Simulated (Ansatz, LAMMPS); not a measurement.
**Convergence of a linear-scaling basis for amorphous 57SiO2-30PbO-13Na2O (mol %) (62 atoms)**

Wanted: errors and times of a linear-scaling basis for amorphous 57SiO2-30PbO-13Na2O (mol %) (62 atoms). A setting counts as converged where the r.m.s. difference of forces stays under 1 % of the r.m.s. force.

Method: Kohn-Sham DFT, PBE, PAW (set soft_2), plane waves, in Ansatz 0.2.0.

## Step 1: The starting structure

The cell holds 62 atoms: 13 Si, 7 Pb, 6 Na and 36 O. Cell: a = 10.102 Å, b = 10.102 Å, c = 10.102 Å, α = 90.0°, β = 90.0°, γ = 90.0°. 62 atoms (13 Si, 7 Sr, 6 Na, 36 O) placed at random at 2.79 g/cm³, melted at 5000 K for 10 ps at fixed volume with the Morse and Coulomb pair potential with partial charges (Pedone, Malavasi, Menziani, Cormack and Segre, J. Phys. Chem. B 110, 11780 (2006)). Quenched from 5000 K to 300 K at 10 K/ps and fixed volume, held 5 ps, then minimised at fixed cell. Then Sr was replaced by Pb and the cell scaled by 1.008 (the potential has no terms for the new elements, so the cell is a start for a DFT relaxation).

Limits known from the start: The quench rate of 10 K/ps is many orders above laboratory rates, so the cell is likely richer in defects and strain than a real sample. The starting topology of bonds comes from the classical model, and needn't be the one that DFT or experiment would give. The Brillouin zone is sampled at Γ only, in a cell whose shortest periodic width is 10 Å. Spin–orbit coupling is left out, which matters for the levels of the heavy elements.

## Step 2: The classical run that made the cell

A classical potential supplies the starting structure, since it reaches far longer times than DFT.

This step: classical MD, Morse and Coulomb pair potential with partial charges (Pedone, Malavasi, Menziani, Cormack and Segre, J. Phys. Chem. B 110, 11780 (2006)) (LAMMPS 22 Jul 2025 - Update 4).

Input file in.lmp:

```
# melt-quench of Si13Sr7Na6O36
units metal
atom_style charge
boundary p p p
region box block 0 10.0217 0 10.0217 0 10.0217
create_box 4 box
mass 1 28.0850   # Si
mass 2 87.6200   # Sr
mass 3 22.9898   # Na
mass 4 15.9990   # O
create_atoms 1 random 13 101555 NULL overlap 1.5 maxtry 2000
create_atoms 2 random 7 101562 NULL overlap 1.5 maxtry 2000
create_atoms 3 random 6 101569 NULL overlap 1.5 maxtry 2000
create_atoms 4 random 36 101576 NULL overlap 1.5 maxtry 2000
pair_style hybrid/overlay pedone 5.5 coul/long 8.0
pair_coeff * * coul/long
pair_coeff 1 4 pedone 0.340554 2.006700 2.100000 1   # Si-O
pair_coeff 2 4 pedone 0.019623 1.886000 3.328330 3   # Sr-O
pair_coeff 3 4 pedone 0.023363 1.763867 3.006315 5   # Na-O
pair_coeff 4 4 pedone 0.042395 1.379316 3.618701 22   # O-O
set type 1 charge 2.4
set type 2 charge 1.2
set type 3 charge 0.6
set type 4 charge -1.2
kspace_style pppm 1.0e-4
neigh_modify delay 0 every 1 check yes
thermo_style custom step time temp pe press density
thermo_modify norm yes
timestep 0.002
thermo 100
min_style cg
minimize 1e-4 1e-4 200 2000
reset_timestep 0
velocity all create 5000 101556 mom yes dist gaussian
# [... 14 lines left out ...]
thermo 1250
fix md all nvt temp 300 300 0.2
run 2500 post no
unfix md
thermo 100
min_style cg
minimize 0 1e-3 2000 20000
write_dump all custom glass.dump id type xs ys zs modify sort id
```

Launch:

```console
$ lmp -in in.lmp -log none -nocite
```

What it wrote:

```text
LAMMPS (22 Jul 2025 - Update 4)
Created orthogonal box = (0 0 0) to (10.0217 10.0217 10.0217)
Created 13 atoms
Created 7 atoms
Created 6 atoms
Created 36 atoms
PPPM initialization ...
  G vector (1/distance) = 0.3731932
  grid = 10 10 10
  estimated relative force accuracy = 7.4601109e-05
   Step          Time           Temp          PotEng         Press         Density
         0   0              0             -3.5166589      392551.98      2.791994
        87   0.174          0             -13.096827     -14993.266      2.791994
Loop time of 0.029382 s on 1 MPI rank(s) for 87 steps with 62 atoms
Minimization stats:
  Stopping criterion = energy tolerance
  Energy initial, next-to-last, final =
      -3.5166588603139  -13.0958444859699   -13.096827031232
  Force two-norm initial, final = 191.91157 1.8353024
  Iterations, force evaluations = 87 120
   Step          Time           Temp          PotEng         Press         Density
         0   0              5000          -13.096827      26843.623      2.791994
       500   1              2191.7782     -12.824435      62138.158      2.791994
      1000   2              1990.0376     -12.819992      19677.278      2.791994
Loop time of 0.202707 s on 1 MPI rank(s) for 1000 steps with 62 atoms
   Step          Time           Temp          PotEng         Press         Density
[... 2 lines left out ...]
      2499   4.998          4625.6477     -12.401976      57024.62       2.791994
      3332   6.664          4705.0859     -12.351522      68247.673      2.791994
      4165   8.33           5156.4626     -12.486517      33077.088      2.791994
      4998   9.996          5049.1936     -12.340991      46788.185      2.791994
      5831   11.662         5572.1723     -12.500001      33306.943      2.791994
[... 1 line left out ...]
Loop time of 1.05477 s on 1 MPI rank(s) for 5000 steps with 62 atoms
   Step          Time           Temp          PotEng         Press         Density
[... 12 lines left out ...]
Loop time of 47.4806 s on 1 MPI rank(s) for 235000 steps with 62 atoms
   Step          Time           Temp          PotEng         Press         Density
[... 2 lines left out ...]
    242500   485            317.00997     -13.178873     -20568.183      2.791994
    243500   487            310.10519     -13.184665     -29415.659      2.791994
Loop time of 0.454365 s on 1 MPI rank(s) for 2500 steps with 62 atoms
   Step          Time           Temp          PotEng         Press         Density
    243500   487            310.10519     -13.184665     -29415.659      2.791994
    243520   487.04         310.10519     -13.223349     -26284.024      2.791994
Loop time of 0.016025 s on 1 MPI rank(s) for 20 steps with 62 atoms
Minimization stats:
  Stopping criterion = linesearch alpha is zero
  Energy initial, next-to-last, final =
     -13.1846653666549  -13.2233487823145  -13.2233487823145
  Force two-norm initial, final = 9.6037399 0.41409204
  Iterations, force evaluations = 20 73
```

The job ended after 49 s (1 thread of Arm Neoverse V2, shared host; peak memory 0.072 GiB).

## Step 3: Plane-wave single point

The first run uses the default basis; a harder plane-wave run follows as the reference for the support functions.

Input file input.yaml:

```yaml
crystal:
  lattice:
    - [10.10187, 0.0, 0.0]
    - [0.0, 10.10187, 0.0]
    - [0.0, 0.0, 10.10187]
  atoms:
    - { symbol: Si, position: [0.66041, 0.35201, 0.57728] }
    - { symbol: Si, position: [0.30312, 0.58382, 0.32645] }
    - { symbol: Si, position: [0.11458, 0.93183, 0.13823] }
    - { symbol: Si, position: [0.93605, 0.42306, 0.97884] }
    - { symbol: Si, position: [0.29047, 0.72861, 0.76438] }
    - { symbol: Si, position: [0.7453, 0.04677, 0.6352] }
    - { symbol: Si, position: [0.37377, 0.43037, 0.69768] }
    - { symbol: Si, position: [0.49432, 0.35496, 0.98579] }
    - { symbol: Si, position: [0.15959, 0.6428, 0.04954] }
    - { symbol: Si, position: [0.59127, 0.83128, 0.80679] }
    - { symbol: Si, position: [0.21362, 0.30504, 0.47193] }
    - { symbol: Si, position: [0.71012, 0.91841, 0.34286] }
    - { symbol: Si, position: [0.79429, 0.58568, 0.75542] }
    - { symbol: Pb, position: [0.70468, 0.5403, 0.23719] }
    - { symbol: Pb, position: [0.30909, 0.94199, 0.40392] }
    - { symbol: Pb, position: [0.81123, 0.10349, 0.98044] }
    - { symbol: Pb, position: [0.49927, 0.04384, 0.11186] }
    - { symbol: Pb, position: [0.00394, 0.79028, 0.4835] }
    - { symbol: Pb, position: [0.10846, 0.11617, 0.77855] }
    - { symbol: Pb, position: [0.8842, 0.20035, 0.32036] }
    - { symbol: Na, position: [0.01135, 0.42018, 0.65929] }
    - { symbol: Na, position: [0.17852, 0.29103, 0.11514] }
    - { symbol: Na, position: [0.98886, 0.8331, 0.82848] }
    - { symbol: Na, position: [0.47357, 0.32722, 0.31402] }
    - { symbol: Na, position: [0.56641, 0.70222, 0.49736] }
    - { symbol: Na, position: [0.47752, 0.70244, 0.08983] }
    - { symbol: O, position: [0.77106, 0.77208, 0.34762] }
    - { symbol: O, position: [0.05677, 0.02655, 0.02397] }
    - { symbol: O, position: [0.07752, 0.77484, 0.09417] }
    - { symbol: O, position: [0.63564, 0.94671, 0.7009] }
    - { symbol: O, position: [0.74218, 0.01591, 0.22148] }
    - { symbol: O, position: [0.255, 0.34286, 0.6301] }
    - { symbol: O, position: [0.67888, 0.69811, 0.76545] }
    - { symbol: O, position: [0.77018, 0.99552, 0.48157] }
    - { symbol: O, position: [0.27484, 0.93477, 0.13974] }
    - { symbol: O, position: [0.06304, 0.51809, 0.02372] }
    - { symbol: O, position: [0.87526, 0.02923, 0.72341] }
    - { symbol: O, position: [0.69104, 0.35829, 0.42283] }
    - { symbol: O, position: [0.40596, 0.3887, 0.848] }
    - { symbol: O, position: [0.83747, 0.52476, 0.89843] }
    - { symbol: O, position: [0.74736, 0.46202, 0.66028] }
    - { symbol: O, position: [0.92261, 0.65107, 0.68967] }
    - { symbol: O, position: [0.43676, 0.79484, 0.78388] }
    - { symbol: O, position: [0.06227, 0.96672, 0.28412] }
    - { symbol: O, position: [0.25984, 0.60164, 0.16739] }
    - { symbol: O, position: [0.69499, 0.20024, 0.62488] }
    - { symbol: O, position: [0.88031, 0.35531, 0.10962] }
    - { symbol: O, position: [0.55219, 0.91101, 0.35652] }
    - { symbol: O, position: [0.06023, 0.27582, 0.47647] }
    - { symbol: O, position: [0.19434, 0.83479, 0.69922] }
    - { symbol: O, position: [0.39767, 0.28585, 0.09454] }
    - { symbol: O, position: [0.23204, 0.70111, 0.40292] }
    - { symbol: O, position: [0.23215, 0.68438, 0.91136] }
    - { symbol: O, position: [0.60353, 0.24354, 0.9531] }
    - { symbol: O, position: [0.61671, 0.87787, 0.95256] }
    - { symbol: O, position: [0.9886, 0.31676, 0.87481] }
    - { symbol: O, position: [0.55263, 0.49033, 0.04049] }
    - { symbol: O, position: [0.24698, 0.4386, 0.38236] }
    - { symbol: O, position: [0.50684, 0.39738, 0.61107] }
    - { symbol: O, position: [0.30396, 0.18854, 0.42476] }
    - { symbol: O, position: [0.45934, 0.58351, 0.33801] }
    - { symbol: O, position: [0.32554, 0.585, 0.69173] }
kpoints:
  mp_grid: { grid: [1, 1, 1] }
hamiltonian:
  xc: pbe
scf:
  occupations: { method: fermi_dirac, width: 0.05 }
output:
  forces: true
  stress: true
  populations: true
  dos:
    method: { smearing: { sigma: 0.08 } }
    de: 0.1
    projected: { site_lists: { Na: [Na], O: [O], Pb: [Pb], Si: [Si] } }
  eigenvalues: true
  write_density: true
  write_potential: true
  volumetric_format: npy
```

Launch:

```console
$ ansatz run input.yaml --threads 4 --pin off --max-ram 8192MiB --backend cpu --events-out ev --progress --plain --runs-dir out
```

What it wrote:

```text
Engine: ansatz 0.2.0, aarch64-unknown-linux-gnu
Pseudopotentials: kind: paw
Pseudopotential: Si, paw, valence charge 4, recommended cutoff 420 eV (normal), Si.paw.azcp
Pseudopotential: Pb, paw, valence charge 14, recommended cutoff 420 eV (normal), Pb.paw.azcp
Pseudopotential: Na, paw, valence charge 9, recommended cutoff 420 eV (normal), Na.paw.azcp
Pseudopotential: O, paw, valence charge 6, recommended cutoff 420 eV (normal), O.paw.azcp
Functional definition: PBE
  parameter kappa = 0.804
  parameter beta = 0.066725
  exchange = pbe_x(kappa = kappa, mu = beta*pi^2/3)
  correlation = pbe_c(beta = beta)
Crystal: 62 atoms, lattice volume = 1030.873 Å³
Basis set: ecut = 420 eV, 20005 PW (Γ), exchange–correlation on 144×144×144 points (8 copies of the dense FFT grid, shifted against one another)
Bands: 272, of which v1, the nominal top of the filled ones, is band 210 counted from 1 (209 counted from 0)
Symmetry: 1 space group operations
Space group: P1 (ITA 1), of the structure as read, at distance tolerance 1.0e-4 Å
k-points: 1
Non-local potential: Si, projectors of the file, l = 0: 2, l = 1: 2, l = 2: 2
Non-local potential: Pb, projectors of the file, l = 0: 2, l = 1: 2, l = 2: 2, l = 3: 2
Non-local potential: Na, projectors of the file, l = 0: 3, l = 1: 2, l = 2: 1
Non-local potential: O, projectors of the file, l = 0: 2, l = 1: 2, l = 2: 1
PAW form: soft (Blöchl's): semilocal exchange-correlation on the pseudo side does not see the compensation charge
PAW one-centre angular grid: Si, 110 points (default); XC on 64 Gauss nodes
PAW one-centre angular grid: Pb, 590 points (default); XC on 64 Gauss nodes
PAW one-centre angular grid: Na, 110 points (default); XC on 64 Gauss nodes
PAW one-centre angular grid: O, 110 points (default); XC on 64 Gauss nodes
Initial density: superposition of atomic densities (neutral atoms: chi_scale 0, normalization atom), corrected by the library's trained network
Initial wavefunctions: pseudopotential atomic-orbital guess
Functional: x = pbe(κ = 0.804, μ = 0.219515), c = pbe(β = 0.066725)
SCF iter   1: F=—  HF=-121002.215230 eV  |F-HF|=—  |Δ(HF+E_count)|=         —  Δρ=2.17e-3  dr2=8.15e-2  ethr=1.77e-3  ⟨swp⟩=6.0  Hψ=1260  notcnv=0  defer=26
preconditioner: auto → Resta (q_TF=auto, 2.349 Å⁻¹)  ε∞=3.0  [insulator: Δε(μ)=2.109 eV  Ē_g=16.558 eV  σ=0.050 eV  W_gap=1.00  n_scr=250 (ndim 8)  ℏωp=23.4 eV  f_vac=0.167  D(μ)=0.00/eV (n_scr^D=0)  ε∞_Penn≈3.0]
SCF iter   2: F=—  HF=-121002.207549 eV  |F-HF|=—  |Δ(HF+E_count)|=   7.68e-3  Δρ=1.16e-3  dr2=1.82e-2  ethr=1.94e-5  ⟨swp⟩=2.0  Hψ=394  notcnv=0  defer=42
SCF iter   3: F=—  HF=-121002.208151 eV  |F-HF|=—  |Δ(HF+E_count)|=   6.02e-4  Δρ=6.87e-4  dr2=6.45e-3  ethr=4.33e-6  ⟨swp⟩=2.0  Hψ=373  notcnv=0  defer=42
SCF iter   4: F=—  HF=-121002.207790 eV  |F-HF|=—  |Δ(HF+E_count)|=   3.61e-4  Δρ=2.03e-4  dr2=6.01e-4  ethr=1.54e-6  ⟨swp⟩=2.0  Hψ=379  notcnv=0  defer=42
SCF iter   5: F=—  HF=-121002.207937 eV  |F-HF|=—  |Δ(HF+E_count)|=   1.47e-4  Δρ=1.26e-4  dr2=1.68e-4  ethr=1.43e-7  ⟨swp⟩=2.0  Hψ=372  notcnv=0  defer=42
SCF iter   6: F=—  HF=-121002.207980 eV  |F-HF|=—  |Δ(HF+E_count)|=   4.35e-5  Δρ=5.02e-5  dr2=2.73e-5  ethr=4.00e-8  ⟨swp⟩=2.0  Hψ=389  notcnv=0  defer=42
SCF iter   7: F=—  HF=-121002.209252 eV  |F-HF|=—  |Δ(HF+E_count)|=   1.27e-3  Δρ=2.31e-5  dr2=5.56e-6  ethr=6.51e-9  ⟨swp⟩=2.0  Hψ=482  notcnv=0  defer=54
SCF iter   8: F=—  HF=-121002.209254 eV  |F-HF|=—  |Δ(HF+E_count)|=   2.16e-6  Δρ=8.11e-6  dr2=7.55e-7  ethr=1.32e-9  ⟨swp⟩=2.0  Hψ=393  notcnv=0  defer=54
SCF iter   9: F=—  HF=-121002.209255 eV  |F-HF|=—  |Δ(HF+E_count)|=   7.75e-7  Δρ=4.75e-6  dr2=2.35e-7  ethr=1.80e-10  ⟨swp⟩=2.0  Hψ=384  notcnv=0  defer=54
SCF iter  10: F=-121002.209255 eV  HF=-121002.209255 eV  |F-HF|=1.50e-8  |Δ(HF+E_count)|=   5.21e-8  Δρ=1.76e-6  dr2=3.39e-8  ethr=2.38e-11  ⟨swp⟩=19.0  Hψ=2272  notcnv=0
SCF 1 converged in 10 iterations: F = -121002.209255 eV  dr2 = 3.39e-8
  greatest PAW one-centre occupation: 0.999 electrons in one spin orbital (limit 2), on the Na atom at site 21 (counted from 0), in its partial waves of l = 0
SCF converged after 10 iterations
Free energy (F): -121002.209255 eV
Harris-Foulkes:  -121002.209255 eV  (|F-HF|=1.50e-8)
Internal energy: -121002.209255 eV  (E = F + TS)
E sigma→0 (E₀):  -121002.209255 eV
Entropy (-TS):   -0.000000 eV (-0.000 meV/atom)
Fermi energy:    5.090468 eV
--- Per-component energies (eV) ---
  E_band       = -3014.290306
  E_kinetic    = 9675.973618
  E_local      = -35015.682985  (includes V_loc(G=0)·N_el)
  E_nonlocal   = 5182.462647
  E_hartree    = 13138.113098
  E_xc         = -5175.600980
  E_vxc        = -5251.503839  (∫ρ·V_xc dr)
  E_paw        = -86771.377486  (= ΣΔE_a)
  E_vpaw       = -3881.858240  (= ΣTr[D̂ρ^β])
  E_aug_tail   = 0.090841  (compensation charges beyond the density's cutoff)
  E_ewald      = -22036.188009
  E_smearing   = -0.000000  (= −TS)
  E_closure    = 0.000000  (closes the sum)
  Σ components = -121002.209255   (vs F -121002.209255, Δ=0.00e0)
--- Forces (eV/Å), atoms counted from 1 ---
  atom   1  Si    -0.59132323     0.24485679     1.41970449
  atom   2  Si    -1.00672465    -0.64720252    -0.11848063
  atom   3  Si     0.81974132    -1.22765955    -0.00029117
  atom   4  Si     0.32325557     1.28480418    -0.64894504
  atom   5  Si     0.46103378    -0.80171963     0.69472007
  atom   6  Si    -1.00331677    -0.34282485    -0.64204380
  atom   7  Si     0.71781827    -0.02971314     0.58687862
  atom   8  Si    -0.28458197    -0.67280815    -0.12411762
  atom   9  Si    -0.29473863     0.82366072     0.09554857
  atom  10  Si     0.44445473    -0.27089995    -0.77318863
  atom  11  Si     0.75246747     0.85376538     0.05632165
  atom  12  Si    -0.59160755     0.22942624     0.88818742
  atom  13  Si     0.03380155     0.09849587    -0.16660715
  atom  14  Pb    -0.57973345    -0.43289874    -0.50228866
[...]
atom  61  O      2.08894574    -0.03804837    -0.41344954
  atom  62  O     -0.14799315     0.27684067    -0.50691986
  max |Σ_I F_I| component: 1.15e-4 eV/Å
--- Stress (GPa, compression-positive) ---
        0.022132       0.740396      -0.789846
        0.740397      -2.514825       0.795606
       -0.789846       0.795607      -1.603963
  P = ⅓ Tr σ = -1.3656 GPa (-13.656 kbar)
--- Band table (eV) ---
  k-point 0: bands = ["-46.8799", "-46.8335", "-46.7765", "-46.5889", [... 256 levels ...], "12.6823", "12.6871", "12.8508", "12.9258", "12.9603", "12.9991", "13.0941", "13.1181", "13.2403", "13.3350", "13.3693", "13.4175"]
--- Löwdin populations: 62 sites ---
  site symbol       q [e]
     0     Si      2.2868
     1     Si      2.3535
     2     Si      2.3683
[...]
61      O      6.8040
  spilling = 0.008754 (of n_electrons = 420.000000)
```

Run time: 9.7 s. Hardware: 4 threads of Arm Neoverse V2, shared host; peak memory 1.2 GiB; 36 s of CPU time.

The run gave:

```yaml
free_energy: -121002.2093 eV
free_energy_per_atom: -1951.6485 eV/atom
scf_cycles: 10
pressure: -1.366 GPa
r_m_s_force_component: 0.7792 eV/Å
longest_force: 2.646 eV/Å
fermi_energy: 5.09 eV
spacing_of_highest_filled_and_lowest_empty_level: 1.935 eV
spilling_of_the_projection: 0.008754
```

The r.m.s. force component of 0.78 eV/Å sets the scale for the differences below.

## Step 4: Plane waves at 750 eV (750 eV)

A harder cutoff gives the support functions a reference with less basis error.

input.yaml, the sections that differ from step 3:

```yaml
output:
  forces: true
  eigenvalues: true
basis:
  ecutwfc: "750 eV"
# crystal, kpoints, hamiltonian, scf: as in step 3
```

What it wrote:

```text
[...]
Crystal: 62 atoms, lattice volume = 1030.873 Å³
Basis set: ecut = 750 eV, 47937 PW (Γ), exchange–correlation on 192×192×192 points (8 copies of the dense FFT grid, shifted against one another)
Bands: 272, of which v1, the nominal top of the filled ones, is band 210 counted from 1 (209 counted from 0)
Symmetry: 1 space group operations
[...]
k-points: 1
[...]
SCF iter   1: F=—  HF=-121002.469795 eV  |F-HF|=—  |Δ(HF+E_count)|=         —  Δρ=2.20e-3  dr2=8.13e-2  ethr=1.77e-3  ⟨swp⟩=6.0  Hψ=1263  notcnv=0  defer=29
[...]
SCF iter   3: F=—  HF=-121002.458817 eV  |F-HF|=—  |Δ(HF+E_count)|=   4.93e-4  Δρ=7.03e-4  dr2=6.59e-3  ethr=4.32e-6  ⟨swp⟩=2.0  Hψ=373  notcnv=0  defer=13
automatic band count: iteration 3 solves 243 bands in place of 272: the levels show a gap, and the empty bands left out lie too high to hold charge; the band table lists the bands solved (type scf.n_extra_bands for more)
SCF iter   4: F=—  HF=-121002.458278 eV  |F-HF|=—  |Δ(HF+E_count)|=   5.38e-4  Δρ=2.02e-4  dr2=5.92e-4  ethr=1.57e-6  ⟨swp⟩=2.0  Hψ=379  notcnv=0  defer=13
SCF iter   5: F=—  HF=-121002.458453 eV  |F-HF|=—  |Δ(HF+E_count)|=   1.75e-4  Δρ=1.25e-4  dr2=1.65e-4  ethr=1.41e-7  ⟨swp⟩=2.0  Hψ=372  notcnv=0  defer=13
[...]
SCF iter   9: F=—  HF=-121002.458684 eV  |F-HF|=—  |Δ(HF+E_count)|=   7.41e-7  Δρ=4.36e-6  dr2=2.03e-7  ethr=1.80e-10  ⟨swp⟩=2.0  Hψ=384  notcnv=0  defer=25
SCF iter  10: F=-121002.458684 eV  HF=-121002.458684 eV  |F-HF|=1.32e-8  |Δ(HF+E_count)|=   6.57e-8  Δρ=1.78e-6  dr2=3.46e-8  ethr=2.38e-11  ⟨swp⟩=12.0  Hψ=1017  notcnv=0
SCF 1 converged in 10 iterations: F = -121002.458684 eV  dr2 = 3.46e-8
[...]
SCF converged after 10 iterations
Free energy (F): -121002.458684 eV
[...]
Internal energy: -121002.458684 eV  (E = F + TS)
E sigma→0 (E₀):  -121002.458684 eV
Entropy (-TS):   -0.000000 eV (-0.000 meV/atom)
Fermi energy:    5.090612 eV
[...]
Σ components = -121002.458684   (vs F -121002.458684, Δ=0.00e0)
--- Forces (eV/Å), atoms counted from 1 ---
  atom   1  Si    -0.59104707     0.24463934     1.41984140
  atom   2  Si    -1.00655250    -0.64690008    -0.11859456
  atom   3  Si     0.81979970    -1.22727961    -0.00013138
  atom   4  Si     0.32284212     1.28480642    -0.64901773
[...]
atom  62  O     -0.14748548     0.27627995    -0.50662369
  max |Σ_I F_I| component: 5.62e-5 eV/Å
--- Band table (eV) ---
[...]
```

Run time: 13 s. Hardware: 4 threads; peak memory 2.3 GiB.

Forces differ from the reference by 0.45 meV/Å r.m.s., 0.058 % of their size, well within a tolerance of 1 %; the energy by -4.0 meV/atom.

[end of part 1 of 3]

[Long decimals in the printed logs are rounded to 6 places.]

[Logs are printed without paths, hosts, clocks, repeated set-up lines and the standing remarks that a program may print on its own settings, such as how far it seeks lower states.]

[Hosts, paths, dates, database ids (printed as entryN), source tags and the programs' standing remarks are cut or masked in the printed files.]
